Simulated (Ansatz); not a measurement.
# BePd3C (built on the sites of a database entry of CaPd3C): a soft mode frozen in, part 3 of 3

Which phase does BePd3C (built on the sites of a database entry of CaPd3C) fall into along its unstable mode, and how much energy does it gain?

Ansatz 0.2.0; DFT PBEsol, scalar-relativistic, plane waves, PAW.

So far. Step 4 (The mode frozen in, largest atomic shift 0.32 Å): The run ends at a pressure of 1.71 GPa, with forces up to 0.15 eV/Å. Step 5 (Energy along the mode, all amplitudes (two of the runs …): The lowest of the steps tried is at 0.32 Å, 12.2 meV/atom below the parent; the bottom of the well need not coincide with a step.

The structure was built from a prototype and need not be the compound's stable phase.

## (6) Relaxing from the distorted cell (continued)

ELF in the ac plane at fractional y = 0.500, with atoms of Pd and C within 0.2 Å of it. It is the smooth field of the valence electrons, not physical close to the nuclei.

Values, 24 rows by 14 columns, each cell a mean:
```
0.19 0.16 0.15 0.17 0.26 0.43 0.53 0.45 0.44 0.52 0.46 0.30 0.22 0.21
0.19 0.18 0.16 0.15 0.19 0.29 0.43 0.47 0.46 0.44 0.33 0.24 0.22 0.21
0.26 0.25 0.20 0.17 0.20 0.25 0.31 0.33 0.29 0.24 0.21 0.21 0.21 0.23
0.49 0.47 0.31 0.21 0.35 0.53 0.62 0.63 0.56 0.45 0.27 0.22 0.34 0.44
0.47 0.53 0.43 0.26 0.48 0.68 0.57 0.51 0.67 0.68 0.34 0.29 0.49 0.50
0.31 0.45 0.45 0.29 0.54 0.69 0.28 0.12 0.48 0.71 0.39 0.33 0.50 0.41
0.39 0.50 0.45 0.28 0.52 0.71 0.45 0.29 0.56 0.70 0.37 0.32 0.50 0.46
0.51 0.49 0.34 0.23 0.41 0.60 0.69 0.69 0.67 0.58 0.30 0.25 0.45 0.53
0.34 0.29 0.22 0.21 0.24 0.29 0.38 0.42 0.39 0.33 0.21 0.19 0.28 0.35
0.20 0.21 0.22 0.22 0.28 0.35 0.39 0.39 0.30 0.21 0.16 0.16 0.18 0.20
0.20 0.22 0.23 0.31 0.49 0.52 0.48 0.51 0.49 0.34 0.18 0.16 0.16 0.17
0.20 0.22 0.23 0.36 0.52 0.45 0.32 0.41 0.54 0.42 0.22 0.17 0.15 0.17
0.20 0.22 0.23 0.34 0.51 0.49 0.41 0.47 0.52 0.39 0.20 0.16 0.15 0.17
0.20 0.21 0.22 0.25 0.39 0.46 0.48 0.48 0.39 0.25 0.16 0.15 0.17 0.18
0.26 0.23 0.21 0.21 0.22 0.25 0.31 0.33 0.29 0.25 0.19 0.17 0.22 0.27
0.46 0.42 0.28 0.22 0.34 0.47 0.58 0.62 0.59 0.48 0.26 0.22 0.38 0.47
0.48 0.52 0.42 0.26 0.48 0.70 0.62 0.54 0.65 0.67 0.34 0.29 0.50 0.52
0.30 0.45 0.46 0.30 0.54 0.70 0.27 0.09 0.46 0.71 0.39 0.34 0.49 0.40
0.40 0.49 0.44 0.28 0.52 0.69 0.44 0.32 0.59 0.70 0.36 0.31 0.50 0.47
0.52 0.53 0.37 0.23 0.41 0.62 0.68 0.68 0.67 0.58 0.31 0.24 0.42 0.50
0.35 0.33 0.23 0.18 0.26 0.34 0.41 0.40 0.33 0.27 0.22 0.21 0.24 0.31
0.20 0.20 0.17 0.16 0.18 0.24 0.36 0.40 0.39 0.35 0.26 0.22 0.21 0.20
0.19 0.17 0.15 0.16 0.23 0.38 0.51 0.49 0.48 0.52 0.42 0.27 0.22 0.21
0.19 0.16 0.15 0.17 0.28 0.47 0.51 0.37 0.34 0.48 0.49 0.32 0.22 0.21
```
Columns run along a (4.1 Å), rows up along c (8.0 Å). Atoms in or near the plane, at fractional coordinates: Pd at (0.00, 0.25), Pd at (0.00, 0.75), Pd at (0.56, 0.00), Pd at (0.44, 0.50), C at (0.50, 0.25), C at (0.50, 0.75).

Valence density in the ac plane at fractional y = 0.500, with atoms of Pd and C within 0.2 Å of it. It is the smooth field of the valence electrons, not physical close to the nuclei.

Values in e/Å³, 24 rows by 14 columns, each cell a mean:
```
 0  0  0  0  1  2  7 11 11  8  3  1  0  0
 0  0  0  0  0  1  3  5  5  3  1  0  0  0
 1  0  0  0  0  0  1  1  1  1  0  0  0  0
 3  2  1  0  0  1  1  1  1  1  0  1  1  2
10  7  3  1  1  1  1  2  1  1  1  1  4  8
13 11  4  1  1  1  2  2  2  1  1  2  7 12
12 10  4  1  1  1  2  2  1  1  1  1  6 11
 5  4  1  1  1  1  1  1  1  1  0  1  2  4
 1  1  0  0  0  1  1  1  1  0  0  0  1  1
 0  0  0  0  1  2  3  2  1  0  0  0  0  0
 0  0  0  1  3  7  9  8  3  1  0  0  0  0
 0  0  0  1  6 11 13 12  6  2  0  0  0  0
 0  0  0  1  5  9 12 10  5  1  0  0  0  0
 0  0  0  1  2  4  5  4  2  1  0  0  0  0
 1  0  0  0  1  1  1  1  1  0  0  0  0  0
 3  2  1  0  0  1  1  1  1  0  0  0  1  3
 9  7  3  1  1  1  1  1  1  1  1  1  4  8
13 11  4  1  1  1  2  2  2  1  1  2  7 12
12  9  3  1  1  1  2  2  1  1  1  1  6 10
 6  4  1  1  0  1  1  1  1  1  1  1  2  5
 1  1  0  0  0  0  1  1  1  1  0  0  1  1
 0  0  0  0  0  1  2  3  3  2  1  0  0  0
 0  0  0  0  0  1  5  8  9  6  2  1  0  0
 0  0  0  0  1  2  8 12 13 10  3  1  0  0
```
Columns run along a (4.1 Å), rows up along c (8.0 Å). Atoms in or near the plane, at fractional coordinates: Pd at (0.00, 0.25), Pd at (0.00, 0.75), Pd at (0.56, 0.00), Pd at (0.44, 0.50), C at (0.50, 0.25), C at (0.50, 0.75).

Electrostatic potential energy in the ac plane at fractional y = 0.500, with atoms of Pd and C within 0.2 Å of it. With pseudopotentials it is smooth inside the atoms' cores, unlike the true potential.

Ten even steps from '_' (-61 eV) to '@' (19 eV), each cell a mean:
```
@@@@@@@@%%**--....--**%%@@@@
@@@@@@@@@@%%++====++##@@@@@@
%%@@@@@@@@@@%%####%%@@@@@@@@
++**%%@@@@@@%%##%%@@@@%%##**
::--++%%%%##==--++%%%%##==::
__..==##%%++..__::**%%**--__
__::++##%%**::..--##%%##--..
==++##%%@@%%##**##%%@@%%**==
##%%@@@@@@%%%%%%%%@@@@@@%%%%
@@@@@@@@##**++**##@@@@@@@@@@
@@@@@@%%++--::::++##@@@@@@@@
@@@@@@##==..__..==##@@@@@@@@
@@@@@@##==::__..==##@@@@@@@@
@@@@@@%%**======**%%@@@@@@@@
%%@@@@@@%%%%####%%@@@@@@@@%%
++**%%@@@@%%%%##%%@@@@@@##**
::--++%%%%##==--++%%%%##==--
__..==##%%++____::**%%**--__
__::++##%%**::..==##%%##--..
==++##%%@@%%****##%%@@%%**==
##%%@@@@@@@@%%%%%%%%@@@@%%%%
@@@@@@@@@@%%**++++**%%@@@@@@
@@@@@@@@@@##==::::--**%%@@@@
@@@@@@@@%%**::____::++%%@@@@
```
Columns run along a (4.1 Å; values clipped at the 3rd and 97th percentile), rows up along c (8.0 Å). Atoms in or near the plane, at fractional coordinates: Pd at (0.00, 0.25), Pd at (0.00, 0.75), Pd at (0.56, 0.00), Pd at (0.44, 0.50), C at (0.50, 0.25), C at (0.50, 0.75).

The distorted start has space group P2_1/m; the relaxation ends in P2_1/m.

## (7) What came out

```yaml
unstable_mode_of_the_parent: q = (0, 0, -0.5), 128i cm⁻¹
depth_at_the_lowest_point_sampled: 12.2 meV/atom
largest_atomic_shift_at_that_point: 0.32 Å
space_group_reached_within_0p01_a: P2_1/m
energy_gained_over_the_parent_first_relaxation_on_the_mesh_of_the_frozen_mode: 14.4 meV/atom
volume_per_atom_phase_reached: 13.1 Å³
```

In words: Along this mode the structure falls into P2_1/m, 14.4 meV/atom below the parent. At the parent's cell the well is 12.22 meV/atom deep on the steps tried, with its lowest point at a shift of 0.32 Å. Relaxing atoms and cell changes the gain by +2.23 meV/atom against the lowest step (energies at zero smearing). The modes of the phase reached were not computed on this path. Of the 6 patterns followed to their end from this parent, this one reaches the lowest energy. Another end point lies within 1 meV/atom; how such a difference moves with mesh and cutoff was not tested. Each path keeps the symmetry of its pattern, so a lower phase may lie along a pattern not tried. With no gap, or one that is small against the smearing, the frequencies hang on the k mesh and the smearing, most of all near Kohn anomalies. A phonon run warned that its eigensolver left some bands unconverged in a pass. The starting cell was built on a prototype and not taken from a measurement, so the phase need not exist.

[Logs are printed without paths, hosts, clocks, repeated set-up lines and the standing remarks that a program may print on its own settings, such as how far it seeks lower states.]

[Hosts, paths, dates, database ids (printed as entryN), source tags and the programs' standing remarks are cut or masked in the printed files.]
